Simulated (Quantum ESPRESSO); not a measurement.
**How biaxial strain moves the moments of FeGe**

Aim: follow moments and order energies of FeGe with biaxial strain.

Method: LDA; plane waves with GBRV 1.5 LDA potentials, no spin-orbit coupling, in Quantum ESPRESSO 7.5.

The database entry behind the starting cell differs from later determinations by our own check (about 0.2 % short), so it need not match the best structure at ambient conditions.

## 1. The structure

Symmetry: P2_13, No. 198, cubic system. Conventional cell: a = 4.689 Å, b = 4.689 Å, c = 4.689 Å, α = 90.00°, β = 90.00°, γ = 90.00°. Nearest to Fe lie 7 Ge at 2.38 to 2.64 Å. Nearest to Ge lie 7 Fe at 2.38 to 2.64 Å. Farther neighbours are not listed.

Coordinates:

```cif
data_structure
_symmetry_space_group_name_H-M 'P 1'
_symmetry_Int_Tables_number 1
_cell_length_a 4.6890
_cell_length_b 4.6890
_cell_length_c 4.6890
_cell_angle_alpha 90.000
_cell_angle_beta 90.000
_cell_angle_gamma 90.000
_cell_volume 103.10
loop_
_atom_site_label
_atom_site_type_symbol
_atom_site_fract_x
_atom_site_fract_y
_atom_site_fract_z
_atom_site_occupancy
Fe1 Fe 0.13500 0.13500 0.13500 1
Fe2 Fe 0.36500 0.86500 0.63500 1
Fe3 Fe 0.63500 0.36500 0.86500 1
Fe4 Fe 0.86500 0.63500 0.36500 1
Ge5 Ge 0.84200 0.84200 0.84200 1
Ge6 Ge 0.65800 0.15800 0.34200 1
Ge7 Ge 0.34200 0.65800 0.15800 1
Ge8 Ge 0.15800 0.34200 0.65800 1
```

The cell comes from the Crystallography Open Database.

## 2. Biaxial 0.94, ferro ++++

Lengths in the Cartesian xy plane scale by the factor; z is kept. Atoms keep their fractional places. Seeded atoms are those given a starting moment.

pw.in

```
&CONTROL
  calculation = 'scf'
  prefix = 'pwscf'
  outdir = './tmp'
  pseudo_dir = './pseudo'
  disk_io = 'nowf'
  tprnfor = .true.
  tstress = .true.
/
&SYSTEM
  ibrav = 0
  nat = 8
  ntyp = 2
  ecutwfc = 40
  ecutrho = 280
  nbnd = 80
  occupations = 'smearing'
  smearing = 'fd'
  degauss = 0.00734986
  nspin = 2
  starting_magnetization(1) = 0.175
  starting_magnetization(2) = 0
/
&ELECTRONS
  conv_thr = 1.6d-08
  electron_maxstep = 150
  mixing_beta = 0.3
/
ATOMIC_SPECIES
Fe     55.8450 fe_lda_v1.5.uspp.F.UPF
Ge     72.6300 ge_lda_v1.4.uspp.F.UPF
CELL_PARAMETERS bohr
   8.3292702505    0.0000000000    0.0000000000
   0.0000000000    8.3292702505    0.0000000000
   0.0000000000    0.0000000000    8.8609257984
ATOMIC_POSITIONS crystal
Fe      0.1350000000    0.1350000000    0.1350000000
Fe      0.3650000000    0.8650000000    0.6350000000
Fe      0.6350000000    0.3650000000    0.8650000000
Fe      0.8650000000    0.6350000000    0.3650000000
Ge      0.8420000000    0.8420000000    0.8420000000
Ge      0.6580000000    0.1580000000    0.3420000000
Ge      0.3420000000    0.6580000000    0.1580000000
Ge      0.1580000000    0.3420000000    0.6580000000
K_POINTS automatic
6 6 6 0 0 0
```

On the command line:

```
OMP_NUM_THREADS=1 mpirun -n 4 pw.x -nk 4 -in pw.in > pw.out
```

What it wrote:

```text
Program PWSCF v.7.5 starts

     Message from routine setup:
     using ibrav=0 with symmetry is DISCOURAGED, use correct ibrav instead

     K-points division:     npool     =       4
     Subspace diagonalization in iterative solution of the eigenvalue problem:

     bravais-lattice index     =            0
     lattice parameter (alat)  =       8.3293  a.u.
     unit-cell volume          =     614.7422 (a.u.)^3
     number of atoms/cell      =            8
     number of atomic types    =            2
     number of electrons       =       120.00
     number of Kohn-Sham states=           80
     kinetic-energy cutoff     =      40.0000  Ry
     charge density cutoff     =     280.0000  Ry
     scf convergence threshold =      1.6E-08
     mixing beta               =       0.3000
     number of iterations used =            8  plain     mixing
     Exchange-correlation=  SLA  PZ   NOGX NOGC
                           (   1   1   0   0   0   0   0)

     celldm(1)=   8.329270  celldm(2)=   0.000000  celldm(3)=   0.000000
     celldm(4)=   0.000000  celldm(5)=   0.000000  celldm(6)=   0.000000

     crystal axes: (cart. coord. in units of alat)
               a(1) = (   1.000000   0.000000   0.000000 )
               a(2) = (   0.000000   1.000000   0.000000 )
               a(3) = (   0.000000   0.000000   1.063830 )

     reciprocal axes: (cart. coord. in units 2 pi/alat)
               b(1) = (  1.000000  0.000000  0.000000 )
               b(2) = (  0.000000  1.000000  0.000000 )
               b(3) = (  0.000000  0.000000  0.940000 )

     PseudoPot. # 1 for Fe read from file:
     fe_lda_v1.5.uspp.F.UPF
     Pseudo is Ultrasoft + core correction, Zval = 16.0

     PseudoPot. # 2 for Ge read from file:
     ge_lda_v1.4.uspp.F.UPF
     Pseudo is Ultrasoft + core correction, Zval = 14.0

     atomic species   valence    mass     pseudopotential
     Fe               16.00    55.84500     Fe( 1.00)
     Ge               14.00    72.63000     Ge( 1.00)

     Starting magnetic structure
     atomic species   magnetization
     Fe              0.175
     Ge              0.000

      4 Sym. Ops. (no inversion) found ( 3 have fractional translation)

   Cartesian axes

     site n.     atom                  positions (alat units)
         1        Fe     tau(   1) = (   0.1350000   0.1350000   0.1436170  )
         2        Fe     tau(   2) = (   0.3650000   0.8650000   0.6755319  )
         3        Fe     tau(   3) = (   0.6350000   0.3650000   0.9202128  )
         4        Fe     tau(   4) = (   0.8650000   0.6350000   0.3882979  )
         5        Ge     tau(   5) = (   0.8420000   0.8420000   0.8957447  )
         6        Ge     tau(   6) = (   0.6580000   0.1580000   0.3638298  )
         7        Ge     tau(   7) = (   0.3420000   0.6580000   0.1680851  )
         8        Ge     tau(   8) = (   0.1580000   0.3420000   0.7000000  )

     number of k points=    64  Fermi-Dirac smearing, width (Ry)=  0.0073
                       cart. coord. in units 2pi/alat
        k(    1) = (   0.0000000   0.0000000   0.0000000), wk =   0.0046296
        k(    2) = (   0.0000000   0.0000000   0.1566667), wk =   0.0092593
        k(    3) = (   0.0000000   0.0000000   0.3133333), wk =   0.0092593
        k(    4) = (   0.0000000   0.0000000  -0.4700000), wk =   0.0046296
        k(    5) = (   0.0000000   0.1666667   0.0000000), wk =   0.0092593
        [... 59 further k-points ...]

     Dense  grid:    48659 G-vectors     FFT dimensions: (  48,  48,  48)

     Smooth grid:    21023 G-vectors     FFT dimensions: (  36,  36,  36)

     Check: negative core charge=   -0.000034
     Generating pointlists ...
     new r_m :   0.2139 (alat units)  1.7815 (a.u.) for type    1
     new r_m :   0.2139 (alat units)  1.7815 (a.u.) for type    2

     Initial potential from superposition of free atoms

     starting charge     115.9971, renormalised to     120.0000
     Starting wfcs are   88 randomized atomic wfcs

     Self-consistent Calculation

     iteration #  1     ecut=    40.00 Ry     beta= 0.30
     Davidson diagonalization with overlap
     ethr =  1.00E-02,  avg # of iterations =  3.9

     total energy              =   -1853.45832537 Ry
     estimated scf accuracy    <       3.31330940 Ry

     total magnetization       =     4.88 Bohr mag/cell
     absolute magnetization    =     6.22 Bohr mag/cell

     iteration #  2     ecut=    40.00 Ry     beta= 0.30
     Davidson diagonalization with overlap
     ethr =  2.76E-03,  avg # of iterations =  2.0

     total energy              =   -1853.53370973 Ry
     estimated scf accuracy    <       1.05240959 Ry

     total magnetization       =     5.11 Bohr mag/cell
     absolute magnetization    =     6.39 Bohr mag/cell

     [... further iterations left out ...]

     iteration # 14     ecut=    40.00 Ry     beta= 0.30
     Davidson diagonalization with overlap
     ethr =  3.41E-10,  avg # of iterations =  3.5

     total energy              =   -1853.70710710 Ry
     estimated scf accuracy    <       0.00000007 Ry

     total magnetization       =     1.72 Bohr mag/cell
     absolute magnetization    =     2.03 Bohr mag/cell

     iteration # 15     ecut=    40.00 Ry     beta= 0.30
     Davidson diagonalization with overlap
     ethr =  6.10E-11,  avg # of iterations =  4.0

     Magnetic moment per site  (integrated on atomic sphere of radius R)
     atom   1 (R=0.214)  charge= 14.1834  magn=  0.4501
     atom   2 (R=0.214)  charge= 14.1834  magn=  0.4501
     atom   3 (R=0.214)  charge= 14.1834  magn=  0.4501
     atom   4 (R=0.214)  charge= 14.1834  magn=  0.4501
     atom   5 (R=0.214)  charge= 11.5709  magn= -0.0166
     atom   6 (R=0.214)  charge= 11.5709  magn= -0.0166
     atom   7 (R=0.214)  charge= 11.5709  magn= -0.0166
     atom   8 (R=0.214)  charge= 11.5709  magn= -0.0166

     End of self-consistent calculation

     Number of k-points >= 100: set verbosity='high' to print the bands.

     the Fermi energy is    18.6510 ev

!    total energy              =   -1853.70711003 Ry
     estimated scf accuracy    <       0.00000001 Ry
     smearing contrib. (-TS)   =      -0.01944960 Ry
     internal energy E=F+TS    =   -1853.68766044 Ry

     The total energy is F=E-TS. E is the sum of the following terms:
     one-electron contribution =    -805.48677585 Ry
     hartree contribution      =     515.18223874 Ry
     xc contribution           =    -345.74952168 Ry
     ewald contribution        =   -1217.63360164 Ry

     total magnetization       =     1.70 Bohr mag/cell
     absolute magnetization    =     2.01 Bohr mag/cell

     convergence has been achieved in  15 iterations

     Forces acting on atoms (cartesian axes, Ry/au):

     atom    1 type  1   force =     0.00727314    0.00950936   -0.00461555
     atom    2 type  1   force =    -0.00727314   -0.00950936   -0.00461555
     atom    3 type  1   force =     0.00727314   -0.00950936    0.00461555
     atom    4 type  1   force =    -0.00727314    0.00950936    0.00461555
     atom    5 type  2   force =    -0.00137426    0.00033831   -0.01002775
     atom    6 type  2   force =     0.00137426   -0.00033831   -0.01002775
     atom    7 type  2   force =    -0.00137426   -0.00033831    0.01002775
     atom    8 type  2   force =     0.00137426    0.00033831    0.01002775

     Total force =     0.032692     Total SCF correction =     0.000160

     Computing stress (Cartesian axis) and pressure

          total   stress  (Ry/bohr**3)                   (kbar)     P=       75.02
   0.00077151   0.00000000   0.00000000          113.49        0.00        0.00
   0.00000000   0.00081919   0.00000000            0.00      120.51        0.00
   0.00000000   0.00000000  -0.00006073            0.00        0.00       -8.93

=------------------------------------------------------------------------------=
   JOB DONE.
=------------------------------------------------------------------------------=
```

Elapsed: 3.9 min, on 4 MPI ranks of Arm Neoverse V1, shared host; peak memory 0.87 GiB.

Spin moment in the atom's sphere by atom:

```
atom  spin moment in the atom's sphere (μB)
 Fe1                                  0.450
 Fe2                                  0.450
 Fe3                                  0.450
 Fe4                                  0.450
 Ge5                                 -0.017
 Ge6                                 -0.017
 Ge7                                 -0.017
 Ge8                                 -0.017
```

Read from the output:

| Property | Result |
| --- | --- |
| smearing term TS | 0.2646 eV |
| pressure | 7.502 GPa |
| magnetization | 1.696 μB |
| absolute magnetization | 2.006 μB |
| final state | ferromagnetic |

## 3. Biaxial 0.94, antiferro ++--

Edit pw.in of step 2 so:

```diff
@@ -12,6 +12,6 @@
   nat = 8
-  ntyp = 2
+  ntyp = 3
   ecutwfc = 40
   ecutrho = 280
-  nbnd = 80
+  nbnd = 74
   occupations = 'smearing'
@@ -21,3 +21,4 @@
   starting_magnetization(1) = 0.175
-  starting_magnetization(2) = 0
+  starting_magnetization(2) = -0.175
+  starting_magnetization(3) = 0
 /
@@ -29,3 +30,4 @@
 ATOMIC_SPECIES
-Fe     55.8450 fe_lda_v1.5.uspp.F.UPF
+Fe1    55.8450 fe_lda_v1.5.uspp.F.UPF
+Fe2    55.8450 fe_lda_v1.5.uspp.F.UPF
 Ge     72.6300 ge_lda_v1.4.uspp.F.UPF
@@ -36,6 +38,6 @@
 ATOMIC_POSITIONS crystal
-Fe      0.1350000000    0.1350000000    0.1350000000
-Fe      0.3650000000    0.8650000000    0.6350000000
-Fe      0.6350000000    0.3650000000    0.8650000000
-Fe      0.8650000000    0.6350000000    0.3650000000
+Fe1     0.1350000000    0.1350000000    0.1350000000
+Fe1     0.3650000000    0.8650000000    0.6350000000
+Fe2     0.6350000000    0.3650000000    0.8650000000
+Fe2     0.8650000000    0.6350000000    0.3650000000
 Ge      0.8420000000    0.8420000000    0.8420000000
```

What it wrote:

```text
     [... lines left out ...]
Program PWSCF v.7.5 starts
     [... lines left out ...]
     number of atoms/cell      =            8
     [... lines left out ...]
     number of electrons       =       120.00
     number of Kohn-Sham states=           74
     kinetic-energy cutoff     =      40.0000  Ry
     charge density cutoff     =     280.0000  Ry
     scf convergence threshold =      1.6E-08
     [... lines left out ...]
      2 Sym. Ops. (no inversion) found ( 1 have fractional translation)
     [... lines left out ...]
     number of k points=    80  Fermi-Dirac smearing, width (Ry)=  0.0073
     [... lines left out ...]
     iteration # 17     ecut=    40.00 Ry     beta= 0.30
     [... lines left out ...]
     Magnetic moment per site  (integrated on atomic sphere of radius R)
     atom   1 (R=0.214)  charge= 14.1841  magn= -0.0007
     atom   2 (R=0.214)  charge= 14.1841  magn= -0.0007
     atom   3 (R=0.214)  charge= 14.1840  magn=  0.0003
     atom   4 (R=0.214)  charge= 14.1840  magn=  0.0003
     atom   5 (R=0.214)  charge= 11.5702  magn=  0.0000
     atom   6 (R=0.214)  charge= 11.5702  magn=  0.0000
     atom   7 (R=0.214)  charge= 11.5703  magn=  0.0000
     atom   8 (R=0.214)  charge= 11.5703  magn=  0.0000
     [... lines left out ...]
     the Fermi energy is    18.6545 ev
!    total energy              =   -1853.70687170 Ry
     estimated scf accuracy    <       0.00000001 Ry
     smearing contrib. (-TS)   =      -0.01971377 Ry
     [... lines left out ...]
     total magnetization       =    -0.00 Bohr mag/cell
     absolute magnetization    =     0.00 Bohr mag/cell
     convergence has been achieved in  17 iterations
     [... lines left out ...]
     Total force =     0.033745     Total SCF correction =     0.000244
     [... lines left out ...]
          total   stress  (Ry/bohr**3)                   (kbar)     P=       69.35
     [... lines left out ...]
```

Wall time 4.7 min (4 MPI ranks); peak memory 0.95 GiB.

Spin moment in the atom's sphere by atom:

```
atom  spin moment in the atom's sphere (μB)
 Fe1                                -0.0007
 Fe2                                -0.0007
 Fe3                                 0.0003
 Fe4                                 0.0003
 Ge5                                 0.0000
 Ge6                                 0.0000
 Ge7                                 0.0000
 Ge8                                 0.0000
```

This step gave:

* smearing term TS: 0.2682 eV
* pressure: 6.935 GPa
* magnetization: 0 μB
* absolute magnetization: 0 μB
* final state: non-magnetic

(Part 1 of 2 ends here.)

[Logs and program files are shortened in this print: banners, set-up blocks, solver, clock and traceback lines can be left out without a mark of their own.]

[Logs are printed without paths, hosts, clocks, repeated set-up lines and the standing remarks that a program may print on its own settings, such as how far it seeks lower states.]

[Hosts, paths, dates, database ids (printed as entryN), source tags and the programs' standing remarks are cut or masked in the printed files.]

[Where a cell is said to come from a database of computed structures, the database is the Materials Project.]
